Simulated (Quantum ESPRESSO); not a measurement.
# Li: valence-band photoemission, part 5 of 10

Wanted: projected DOS of Li, weighted into photoemission and X-ray emission spectra, at several levels of theory.

Quantum ESPRESSO 7.5; DFT, PBE, plane waves, ultrasoft GBRV pseudopotentials, scalar-relativistic (the session's first sound run).

So far. Step 4 (Projected DOS and spectra): At the Fermi level the DOS is 0.44 states/eV a cell, and on the broadened curves Li 2p holds 90 % of the total there. Step 5 (The base run: bands): Of the bands kept, 1 crosses the Fermi level on this path.

## 6. With LDA: self-consistent run

This step: DFT, LDA, plane waves, ultrasoft GBRV pseudopotentials, scalar-relativistic (Quantum ESPRESSO 7.5).

The run is repeated with LDA on the same cell, to see how much the levels hang on the functional.

Input file scf.in:

```
&control
  calculation = 'scf'
  prefix = 'pes'
  outdir = './tmp'
  pseudo_dir = './pp'
  tprnfor = .true.
  tstress = .true.
/
&system
  ibrav = 0
  nat = 1
  ntyp = 1
  ecutwfc = 40.0
  ecutrho = 200.0
  occupations = 'smearing'
  nbnd = 10
  smearing = 'fd'
  degauss = 0.00367
/
&electrons
  conv_thr = 6e-09
  mixing_beta = 0.5
  electron_maxstep = 120
/
ATOMIC_SPECIES
Li 6.9400 li_lda_v1.4.uspp.F.UPF
CELL_PARAMETERS angstrom
 -1.754650000 1.754650000 1.754650000
 1.754650000 -1.754650000 1.754650000
 1.754650000 1.754650000 -1.754650000
ATOMIC_POSITIONS crystal
Li 0.000000000 0.000000000 0.000000000
K_POINTS automatic
16 16 16 0 0 0
```

The run is started by

```console
$ OMP_NUM_THREADS=1 mpirun -n 4 pw.x -nk 4 -in scf.in > scf.out
```

Output:

```text
[banner, memory and clock lines left out]
Program PWSCF v.7.5 starts

          URL

     Message from routine setup:
     using ibrav=0 with symmetry is DISCOURAGED, use correct ibrav instead

     G-vector sticks info

     bravais-lattice index     =            0
     lattice parameter (alat)  =       5.7431  a.u.
     unit-cell volume          =     145.8237 (a.u.)^3
     number of atoms/cell      =            1
     number of atomic types    =            1
     number of electrons       =         3.00
     number of Kohn-Sham states=           10
     kinetic-energy cutoff     =      40.0000  Ry
     charge density cutoff     =     200.0000  Ry
     scf convergence threshold =      6.0E-09
     mixing beta               =       0.5000
     number of iterations used =            8  plain     mixing
     Exchange-correlation=  SLA  PZ   NOGX NOGC
                           (   1   1   0   0   0   0   0)

     celldm(1)=   5.743148  celldm(2)=   0.000000  celldm(3)=   0.000000
     celldm(4)=   0.000000  celldm(5)=   0.000000  celldm(6)=   0.000000

     crystal axes: (cart. coord. in units of alat)
               a(1) = (  -0.577350   0.577350   0.577350 )
               a(2) = (   0.577350  -0.577350   0.577350 )
               a(3) = (   0.577350   0.577350  -0.577350 )

     reciprocal axes: (cart. coord. in units 2 pi/alat)
               b(1) = ( -0.000000  0.866025  0.866025 )
               b(2) = (  0.866025 -0.000000  0.866025 )
               b(3) = (  0.866025  0.866025  0.000000 )

     PseudoPot. # 1 for Li read from file:
     ./pp/li_lda_v1.4.uspp.F.UPF
     Pseudo is Ultrasoft, Zval =  3.0
     Generated by new atomic code, or converted to UPF format
     Using radial grid of  751 points,  5 beta functions with:
                l(1) =   0
                l(2) =   0
                l(3) =   0
                l(4) =   1
                l(5) =   1
     Q(r) pseudized with 10 coefficients,  rinner =    1.150   1.150   1.150

     atomic species   valence    mass     pseudopotential
     Li                3.00     6.94000     Li( 1.00)

     48 Sym. Ops., with inversion, found

   Cartesian axes

     site n.     atom                  positions (alat units)
         1        Li     tau(   1) = (   0.0000000   0.0000000   0.0000000  )

     number of k points=   145  Fermi-Dirac smearing, width (Ry)=  0.0037

     Number of k-points >= 100: set verbosity='high' to print them.

     Dense  grid:     6963 G-vectors     FFT dimensions: (  25,  25,  25)

     Smooth grid:     5017 G-vectors     FFT dimensions: (  24,  24,  24)

     Initial potential from superposition of free atoms

     starting charge       2.5492, renormalised to       3.0000
     Starting wfcs are    5 randomized atomic wfcs +    5 random wfcs

     per-process dynamical memory:    12.7 Mb

     Self-consistent Calculation

     iteration #  1     ecut=    40.00 Ry     beta= 0.50
     Davidson diagonalization with overlap
     ethr =  1.00E-02,  avg # of iterations =  6.8

     total energy              =     -14.30981145 Ry
     estimated scf accuracy    <       0.16609131 Ry

     iteration #  2     ecut=    40.00 Ry     beta= 0.50
     Davidson diagonalization with overlap
     ethr =  5.54E-03,  avg # of iterations =  1.0

     total energy              =     -14.29086032 Ry
     estimated scf accuracy    <       0.03063981 Ry

     iteration #  3     ecut=    40.00 Ry     beta= 0.50
     Davidson diagonalization with overlap
     ethr =  1.02E-03,  avg # of iterations =  1.2

     total energy              =     -14.29381031 Ry
     estimated scf accuracy    <       0.00008773 Ry

     iteration #  4     ecut=    40.00 Ry     beta= 0.50
     Davidson diagonalization with overlap
     c_bands:  1 eigenvalues not converged
     ethr =  2.92E-06,  avg # of iterations =  7.0

     total energy              =     -14.29403394 Ry
     estimated scf accuracy    <       0.00000048 Ry

     iteration #  5     ecut=    40.00 Ry     beta= 0.50
     Davidson diagonalization with overlap
     ethr =  1.61E-08,  avg # of iterations =  2.3

     total energy              =     -14.29403439 Ry
     estimated scf accuracy    <       0.00000004 Ry

     iteration #  6     ecut=    40.00 Ry     beta= 0.50
     Davidson diagonalization with overlap
     ethr =  1.34E-09,  avg # of iterations =  1.7

     End of self-consistent calculation

     Number of k-points >= 100: set verbosity='high' to print the bands.

     the Fermi energy is     0.6238 ev

!    total energy              =     -14.29403440 Ry
     estimated scf accuracy    <          1.5E-09 Ry
     smearing contrib. (-TS)   =      -0.00032243 Ry
     internal energy E=F+TS    =     -14.29371197 Ry

     The total energy is F=E-TS. E is the sum of the following terms:
     one-electron contribution =      -9.85197997 Ry
     hartree contribution      =       3.66272269 Ry
     xc contribution           =      -3.16552249 Ry
     ewald contribution        =      -4.93893221 Ry

     convergence has been achieved in   6 iterations

     Forces acting on atoms (cartesian axes, Ry/au):

     atom    1 type  1   force =     0.00000000    0.00000000    0.00000000

     Total force =     0.000000     Total SCF correction =     0.000000

     Computing stress (Cartesian axis) and pressure

          total   stress  (Ry/bohr**3)                   (kbar)     P=      -15.70
  -0.00010671  -0.00000000  -0.00000000          -15.70       -0.00       -0.00
  -0.00000000  -0.00010671   0.00000000           -0.00      -15.70        0.00
  -0.00000000   0.00000000  -0.00010671           -0.00        0.00      -15.70

     XML data file, charge density, pseudopotentials, collected wavefunctions

                                        0.00s GPU  (    1058 calls)
```

It took 3.9 s on 4 MPI ranks of Intel Xeon 6975P-C (Granite Rapids), shared host.

Numbers from this step:

```yaml
free_energy: -194.4802 eV
fermi_energy: 0.6238 eV
pressure: -1.570 GPa
```

The run ends at a pressure of -1.57 GPa.

## 7. With LDA: levels for the DOS

The levels for the density of states are solved on the fixed potential, without another SCF cycle.

Input file nscf.in:

```
&control
  calculation = 'nscf'
  prefix = 'pes'
  outdir = './tmp'
  pseudo_dir = './pp'
  verbosity = 'high'
/
&system
  ibrav = 0
  nat = 1
  ntyp = 1
  ecutwfc = 40.0
  ecutrho = 200.0
  occupations = 'smearing'
  nbnd = 10
  smearing = 'fd'
  degauss = 0.00367
/
&electrons
  conv_thr = 6e-09
  mixing_beta = 0.5
  electron_maxstep = 120
  diago_full_acc = .true.
/
ATOMIC_SPECIES
Li 6.9400 li_lda_v1.4.uspp.F.UPF
CELL_PARAMETERS angstrom
 -1.754650000 1.754650000 1.754650000
 1.754650000 -1.754650000 1.754650000
 1.754650000 1.754650000 -1.754650000
ATOMIC_POSITIONS crystal
Li 0.000000000 0.000000000 0.000000000
K_POINTS automatic
24 24 24 0 0 0
```

The run is started by

```console
$ OMP_NUM_THREADS=1 mpirun -n 4 pw.x -nk 4 -in nscf.in > nscf.out
```

Output:

```text
[banner, memory and clock lines left out]
Program PWSCF v.7.5 starts

          URL

     Atomic positions and unit cell read from directory:
     ./tmp/pes.save/

     Message from routine setup:
     using ibrav=0 with symmetry is DISCOURAGED, use correct ibrav instead

     G-vector sticks info

     bravais-lattice index     =            0
     lattice parameter (alat)  =       5.7431  a.u.
     unit-cell volume          =     145.8237 (a.u.)^3
     number of atoms/cell      =            1
     number of atomic types    =            1
     number of electrons       =         3.00
     number of Kohn-Sham states=           10
     kinetic-energy cutoff     =      40.0000  Ry
     charge density cutoff     =     200.0000  Ry
     Exchange-correlation=  SLA  PZ   NOGX NOGC
                           (   1   1   0   0   0   0   0)

     celldm(1)=   5.743148  celldm(2)=   0.000000  celldm(3)=   0.000000
     celldm(4)=   0.000000  celldm(5)=   0.000000  celldm(6)=   0.000000

     crystal axes: (cart. coord. in units of alat)
               a(1) = (  -0.577350   0.577350   0.577350 )
               a(2) = (   0.577350  -0.577350   0.577350 )
               a(3) = (   0.577350   0.577350  -0.577350 )

     reciprocal axes: (cart. coord. in units 2 pi/alat)
               b(1) = ( -0.000000  0.866025  0.866025 )
               b(2) = (  0.866025 -0.000000  0.866025 )
               b(3) = (  0.866025  0.866025  0.000000 )

     PseudoPot. # 1 for Li read from file:
     ./pp/li_lda_v1.4.uspp.F.UPF
     Pseudo is Ultrasoft, Zval =  3.0
     Generated by new atomic code, or converted to UPF format
     Using radial grid of  751 points,  5 beta functions with:
                l(1) =   0
                l(2) =   0
                l(3) =   0
                l(4) =   1
                l(5) =   1
     Q(r) pseudized with 10 coefficients,  rinner =    1.150   1.150   1.150

     atomic species   valence    mass     pseudopotential
     Li                3.00     6.94000     Li( 1.00)

     48 Sym. Ops., with inversion, found

                                    s                        frac. trans.

      isym =  1     identity

 cryst.   s( 1) = (     1          0          0      )
                  (     0          1          0      )
                  (     0          0          1      )

 cart.    s( 1) = (  1.0000000  0.0000000  0.0000000 )
                  (  0.0000000  1.0000000 -0.0000000 )
                  ( -0.0000000 -0.0000000  1.0000000 )

      isym =  2     180 deg rotation - cart. axis [0,0,1]

 cryst.   s( 2) = (     0          1          0      )
                  (     1          0          0      )
                  (    -1         -1         -1      )

 cart.    s( 2) = ( -1.0000000 -0.0000000  0.0000000 )
                  ( -0.0000000 -1.0000000 -0.0000000 )
                  (  0.0000000  0.0000000  1.0000000 )

      isym =  3     180 deg rotation - cart. axis [0,1,0]

 cryst.   s( 3) = (     0          0          1      )
                  (    -1         -1         -1      )
                  (     1          0          0      )

 cart.    s( 3) = ( -1.0000000  0.0000000 -0.0000000 )
                  ( -0.0000000  1.0000000  0.0000000 )
                  (  0.0000000 -0.0000000 -1.0000000 )

      isym =  4     180 deg rotation - cart. axis [1,0,0]

 cryst.   s( 4) = (    -1         -1         -1      )
                  (     0          0          1      )
                  (     0          1          0      )

 cart.    s( 4) = (  1.0000000 -0.0000000 -0.0000000 )
                  (  0.0000000 -1.0000000  0.0000000 )
                  ( -0.0000000  0.0000000 -1.0000000 )

      isym =  5     180 deg rotation - cart. axis [1,1,0]

 cryst.   s( 5) = (    -1          0          0      )
[...]
cart.    s( 5) = (  0.0000000  1.0000000 -0.0000000 )
[...]
isym =  6     180 deg rotation - cart. axis [1,-1,0]

 cryst.   s( 6) = (     0         -1          0      )
[...]
cart.    s( 6) = ( -0.0000000 -1.0000000 -0.0000000 )
[...]
isym =  7      90 deg rotation - cart. axis [0,0,-1]

 cryst.   s( 7) = (     1          1          1      )
[...]
cart.    s( 7) = ( -0.0000000  1.0000000  0.0000000 )
[...]
isym =  8      90 deg rotation - cart. axis [0,0,1]

 cryst.   s( 8) = (     0          0         -1      )
[...]
cart.    s( 8) = (  0.0000000 -1.0000000  0.0000000 )
[...]
isym =  9     180 deg rotation - cart. axis [1,0,1]

 cryst.   s( 9) = (    -1          0          0      )
[...]
cart.    s( 9) = (  0.0000000 -0.0000000  1.0000000 )
[...]
isym = 10     180 deg rotation - cart. axis [-1,0,1]

 cryst.   s(10) = (     0          0         -1      )
[...]
cart.    s(10) = (  0.0000000 -0.0000000 -1.0000000 )
[...]
isym = 11      90 deg rotation - cart. axis [0,1,0]

 cryst.   s(11) = (     1          1          1      )
[...]
cart.    s(11) = ( -0.0000000  0.0000000  1.0000000 )
[...]
isym = 12      90 deg rotation - cart. axis [0,-1,0]

 cryst.   s(12) = (     0         -1          0      )
[...]
cart.    s(12) = (  0.0000000  0.0000000 -1.0000000 )
[...]
isym = 13     180 deg rotation - cart. axis [0,1,1]

 cryst.   s(13) = (     1          1          1      )
[...]
cart.    s(13) = ( -1.0000000  0.0000000  0.0000000 )
[...]
isym = 14     180 deg rotation - cart. axis [0,1,-1]

 cryst.   s(14) = (    -1          0          0      )
[...]
cart.    s(14) = ( -1.0000000  0.0000000 -0.0000000 )
[...]
isym = 15      90 deg rotation - cart. axis [-1,0,0]

 cryst.   s(15) = (     0         -1          0      )
[...]
cart.    s(15) = (  1.0000000 -0.0000000  0.0000000 )
[...]
isym = 16      90 deg rotation - cart. axis [1,0,0]

 cryst.   s(16) = (     0          0         -1      )
[...]
cart.    s(16) = (  1.0000000  0.0000000 -0.0000000 )
[...]
isym = 17     120 deg rotation - cart. axis [-1,-1,-1]

 cryst.   s(17) = (     0          0          1      )
[...]
cart.    s(17) = ( -0.0000000  1.0000000  0.0000000 )
[...]
isym = 18     120 deg rotation - cart. axis [-1,1,1]

 cryst.   s(18) = (     1          0          0      )
[...]
Computing kpt #:    11  of   104 on this pool

     Computing kpt #:    12  of   104 on this pool

     Computing kpt #:    13  of   104 on this pool

     Computing kpt #:    14  of   104 on this pool

     Computing kpt #:    15  of   104 on this pool

     Computing kpt #:    16  of   104 on this pool

[...]
Computing kpt #:    97  of   104 on this pool

     Computing kpt #:    98  of   104 on this pool

     Computing kpt #:    99  of   104 on this pool

     Computing kpt #:   100  of   104 on this pool

     Computing kpt #:   101  of   104 on this pool

     Computing kpt #:   102  of   104 on this pool

     Computing kpt #:   103  of   104 on this pool

     Computing kpt #:   104  of   104 on this pool

     ethr =  2.00E-10,  avg # of iterations = 28.1

     End of band structure calculation

          k = 0.0000 0.0000 0.0000 (   627 PWs)   bands (ev):

   -45.1044  -2.7973  14.3269  14.3269  14.3269  19.2218  19.2218  19.2218
    20.2138  20.2138

     occupation numbers
     1.0000   1.0000   0.0000   0.0000   0.0000   0.0000   0.0000   0.0000
     0.0000   0.0000

          k = 0.0361 0.0361 0.0000 (   623 PWs)   bands (ev):

   -45.1041  -2.7657  14.1318  14.1685  14.2769  18.6427  18.7202  19.4626
    19.7576  19.7668

     occupation numbers
     1.0000   1.0000   0.0000   0.0000   0.0000   0.0000   0.0000   0.0000
     0.0000   0.0000

          k = 0.0722 0.0722 0.0000 (   621 PWs)   bands (ev):

   -45.1032  -2.6708  13.5327  13.7679  14.1294  17.7150  17.9253  19.3453
    19.9803  20.1102

     occupation numbers
     1.0000   1.0000   0.0000   0.0000   0.0000   0.0000   0.0000   0.0000
     0.0000   0.0000

          k = 0.1083 0.1083 0.0000 (   625 PWs)   bands (ev):

   -45.1019  -2.5126  12.5718  13.2544  13.8958  17.1086  17.1551  19.1249
    20.4105  21.0352

     occupation numbers
     1.0000   1.0000   0.0000   0.0000   0.0000   0.0000   0.0000   0.0000
     0.0000   0.0000

          k = 0.1443 0.1443 0.0000 (   625 PWs)   bands (ev):

   -45.1002  -2.2910  11.3956  12.7168  13.5991  16.4524  16.7804  19.0920
    20.9816  22.1483

     occupation numbers
     1.0000   1.0000   0.0000   0.0000   0.0000   0.0000   0.0000   0.0000
     0.0000   0.0000

          k = 0.1804 0.1804 0.0000 (   625 PWs)   bands (ev):

   -45.0982  -2.0063  10.1439  12.2021  13.2702  15.8271  16.6261  19.2251
    21.6600  23.4016

     occupation numbers
     1.0000   1.0000   0.0000   0.0000   0.0000   0.0000   0.0000   0.0000
     0.0000   0.0000

          k = 0.2165 0.2165 0.0000 (   623 PWs)   bands (ev):

   -45.0960  -1.659
[... cut ...]
857   2.2864   3.4211   6.5207  10.6506  18.3454  19.0958  19.7658
    24.2131  26.1712

     occupation numbers
     1.0000   0.0000   0.0000   0.0000   0.0000   0.0000   0.0000   0.0000
     0.0000   0.0000

          k = 0.5774 0.2887 0.2887 (   610 PWs)   bands (ev):

   -45.0856   2.8681   2.8681   6.3880  10.6326  18.9828  18.9828  19.2399
    25.2348  25.2348

     occupation numbers
     1.0000   0.0000   0.0000   0.0000   0.0000   0.0000   0.0000   0.0000
[...]
k = 0.0722 0.0722 0.0722 (   624 PWs)   bands (ev):

[...]
occupation numbers
[...]
k = 0.1083 0.1083 0.0722 (   628 PWs)   bands (ev):

[...]
occupation numbers
[...]
k = 0.1443 0.1443 0.0722 (   622 PWs)   bands (ev):

[...]
occupation numbers
[...]
k = 0.1804 0.1804 0.0722 (   624 PWs)   bands (ev):

[...]
occupation numbers
[...]
k = 0.2165 0.2165 0.0722 (   624 PWs)   bands (ev):

[...]
occupation numbers
[...]
k = 0.2526 0.2526 0.0722 (   622 PWs)   bands (ev):

[...]
occupation numbers
[...]
k = 0.2887 0.2887 0.0722 (   622 PWs)   bands (ev):

[...]
occupation numbers
[...]
k = 0.3248 0.3248 0.0722 (   626 PWs)   bands (ev):

[...]
occupation numbers
[...]
k =-0.0000-0.0361 0.1083 (   623 PWs)   bands (ev):

[...]
k = 0.0000-0.0722 0.1443 (   629 PWs)   bands (ev):

[...]
k = 0.0361-0.0361 0.1443 (   629 PWs)   bands (ev):

[...]
k = 0.0000-0.1083 0.1804 (   627 PWs)   bands (ev):

[...]
k = 0.0361-0.0722 0.1804 (   627 PWs)   bands (ev):

[...]
k = 0.4330 0.2887 0.2165 (   618 PWs)   bands (ev):

[...]
k = 0.4691 0.3248 0.2165 (   618 PWs)   bands (ev):

[...]
k = 0.5052 0.3608 0.2165 (   616 PWs)   bands (ev):

[...]
k =-0.0000-0.1443 0.2165 (   625 PWs)   bands (ev):

[...]
k = 0.0361-0.1083 0.2165 (   625 PWs)   bands (ev):

[...]
k = 0.0722-0.0722 0.2165 (   625 PWs)   bands (ev):

[...]
k = 0.4330 0.2526 0.2526 (   621 PWs)   bands (ev):

[...]
k = 0.4691 0.2887 0.2526 (   618 PWs)   bands (ev):

[...]
k = 0.5052 0.3248 0.2526 (   619 PWs)   bands (ev):

[...]
k = 0.0000-0.1804 0.2526 (   625 PWs)   bands (ev):

[...]
k = 0.0361-0.1443 0.2526 (   625 PWs)   bands (ev):

[...]
k = 0.0722-0.1083 0.2526 (   623 PWs)   bands (ev):

[...]
k = 0.5052 0.2887 0.2887 (   621 PWs)   bands (ev):

[...]
k = 0.5413 0.3248 0.2887 (   619 PWs)   bands (ev):

[...]
k = 0.0000-0.2165 0.2887 (   623 PWs)   bands (ev):

[...]
k = 0.0361-0.1804 0.2887 (   620 PWs)   bands (ev):

[...]
k = 0.0722-0.1443 0.2887 (   622 PWs)   bands (ev):

[...]
k = 0.1083-0.1083 0.2887 (   620 PWs)   bands (ev):

[...]
k =-0.0000-0.2526 0.3248 (   625 PWs)   bands (ev):

[...]
k = 0.0361-0.2165 0.3248 (   624 PWs)   bands (ev):

[...]
occupation numbers
[...]
k = 0.0722-0.1804 0.3248 (   624 PWs)   bands (ev):

[...]
occupation numbers
[...]
k = 0.1083-0.1443 0.3248 (   621 PWs)   bands (ev):

[...]
occupation numbers
[...]
k =-0.0000-0.2887 0.3608 (   627 PWs)   bands (ev):

[...]
occupation numbers
[...]
k = 0.0361-0.2526 0.3608 (   626 PWs)   bands (ev):

   -45.0904  -0.4481   6.0935  10.2478  12.0867  15.1441  16.3688  20.3659
    24.2474  25.7736

     occupation numbers
     1.0000   1.0000   0.0000   0.0000   0.0000   0.0000   0.0000   0.0000
     0.0000   0.0000

          k = 0.0722-0.2165 0.3608 (   620 PWs)   bands (ev):

   -45.0908  -0.5894   6.6579   9.7459  12.0548  15.7286  16.4661  20.1877
    24.1748  25.1104

     occupation numbers
     1.0000   1.0000   0.0000   0.0000   0.0000   0.0000   0.0000   0.0000
     0.0000   0.0000

          k = 0.1083-0.1804 0.3608 (   624 PWs)   bands (ev):

   -45.0910  -0.6744   7.2067   9.1670  12.0909  15.7541  16.9640  20.2734
    23.7192  24.7212

     occupation numbers
     1.0000   1.0000   0.0000   0.0000   0.0000   0.0000   0.0000   0.0000
     0.0000   0.0000

          k = 0.1443-0.1443 0.3608 (   624 PWs)   bands (ev):

   -45.0911  -0.7028   7.5056   8.8483  12.1137  15.7225  17.1792  20.4104
    23.3470  24.6749

     occupation numbers
     1.0000   1.0000   0.0000   0.0000   0.0000   0.0000   0.0000   0.0000
     0.0000   0.0000

          k = 0.0000-0.3248 0.3969 (   624 PWs)   bands (ev):

   -45.0886   0.2668   4.6713  10.2949  11
```

Run time: 7.4 s. Hardware: 4 MPI ranks; 28 s of CPU time.

Numbers from this step:

| Quantity | Value |
| --- | --- |
| Fermi energy | 0.6406 eV |

(Continued in part 6 of 10.)

[Logs are printed without paths, hosts, clocks, repeated set-up lines and the standing remarks that a program may print on its own settings, such as how far it seeks lower states.]

[Hosts, paths, dates, database ids (printed as entryN), source tags and the programs' standing remarks are cut or masked in the printed files.]

[Maps of the electrostatic potential energy from Ansatz leave out the sawtooth potential of an applied field or a dipole correction, so their vacuum need not be flat; work functions include it.]

[Peak lists hold at most the 14 tallest peaks of each spectrum; further lines can be left out.]
